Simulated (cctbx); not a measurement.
**Occupancies in PrSiRuPb**

Cell a = 4.7100 Å, b = 4.3180 Å, c = 9.0410 Å, α = 90.00°, β = 101.48°, γ = 90.00°; space group P2_1/m (no. 11); nominal formula PrSiRuPb.

The data are simulated with cctbx, not measured: Mo Kα, λ = 0.71073 Å, to d = 0.77 Å, 95 % of the full sphere, strongest reflection 20000 counts, noise from counting, a 1.5 % proportional error and a noise floor of 15 counts (s.d.); no absorption.

With every site full:

```text
Rint 0.018, 467 unique reflections to 0.77 A
cycle     R1     wR2    GooF  max shift (A)
   1  0.1513  0.3020  15.356   0.00460
   2  0.0284  0.0668   3.394   0.00001
final R1 0.0284 wR2 0.0668 GooF 3.394  parameters 24  data/parameter 19.5
atom        x        y        z      Ueq    occ   su(xyz)  su(Uiso or U11)
Pb1    0.33680  0.75000  0.50555   0.0022  1.000  0.00014  0.0003
Pr1    0.60119  0.75000  0.20711   0.0113  1.000  0.00023  0.0005
Ru1    0.89213  0.75000  0.61473   0.0042  1.000  0.00030  0.0006
Si1    0.96175  0.75000  0.91550   0.0078  1.000  0.00108  0.0023
difference map: max 2.77 min -5.08 rms 0.65
Q1    0.2547  0.7500  0.4977    2    2.85  0.38 A from Pb1
Q2    0.0835  0.2500  0.4179    2    2.11  0.34 A from Ru1
Q3    0.1964  0.2500  0.3966    2    2.05  0.41 A from Ru1
Q4    0.3015  0.2500  0.5824    2    1.34  1.83 A from Ru1
Q5    0.2598  0.1076  0.9884    4    1.27  1.61 A from Si1
Q6    0.5009  0.7500  0.3024    2    1.24  1.06 A from Pr1
```

With the occupancies of the suspect sites free, each still typed as its main element:

```text
Rint 0.018, 467 unique reflections to 0.77 A
cycle     R1     wR2    GooF  max shift (A)
   1  0.0985  0.1938   9.865   0.00210
   3  0.0099  0.0184   0.936   0.00004
final R1 0.0099 wR2 0.0184 GooF 0.934  parameters 25  data/parameter 18.7
atom        x        y        z      Ueq    occ   su(xyz)  su(Uiso or U11)
Pb1    0.33683  0.75000  0.50551   0.0040  1.000  0.00004  0.0001
Pr1    0.60123  0.75000  0.20711   0.0051  0.846  0.00006  0.0002
Ru1    0.89215  0.75000  0.61475   0.0059  1.000  0.00008  0.0002
Si1    0.96130  0.75000  0.91532   0.0095  1.000  0.00030  0.0007
su of occupancy Pr1: 0.002
difference map: max 0.84 min -1.09 rms 0.23
Q1    0.2521  0.7500  0.9858    2    0.85  1.39 A from Si1
Q2    0.2756  0.2500  0.6012    2    0.84  1.71 A from Pr1
Q3    0.2240  0.2500  0.4186    2    0.80  0.57 A from Ru1
Q4    0.2423  0.1086  0.9957    4    0.79  1.50 A from Si1
Q5    0.0529  0.0471  0.9164    4    0.78  1.35 A from Si1
Q6    0.3324  0.7500  0.6515    2    0.74  1.32 A from Pb1
```

**Question.** What is the disorder?

X-rays count electrons. Pr1 refines to 0.846(0.002), or 49.9 electrons; the site truly holds 0.85 Pr, 50.1 electrons, which is 0.850 of Pr. A value under 1 can't tell vacancies from a lighter guest, and one over 1 needs a heavier guest; chemistry or a second radiation must settle which. Occupancy correlates with U and the scale, so the match is approximate.

Freeing them takes R1 from 0.0284 to 0.0099 and GooF from 3.39 to 0.93.

The model is made up (kin elements in a known structure type, no relaxation), so it says nothing on whether the phase exists.

[Middle refinement cycles are left out of these outputs.]

[Logs are printed without paths, hosts, clocks, repeated set-up lines and the standing remarks that a program may print on its own settings, such as how far it seeks lower states.]
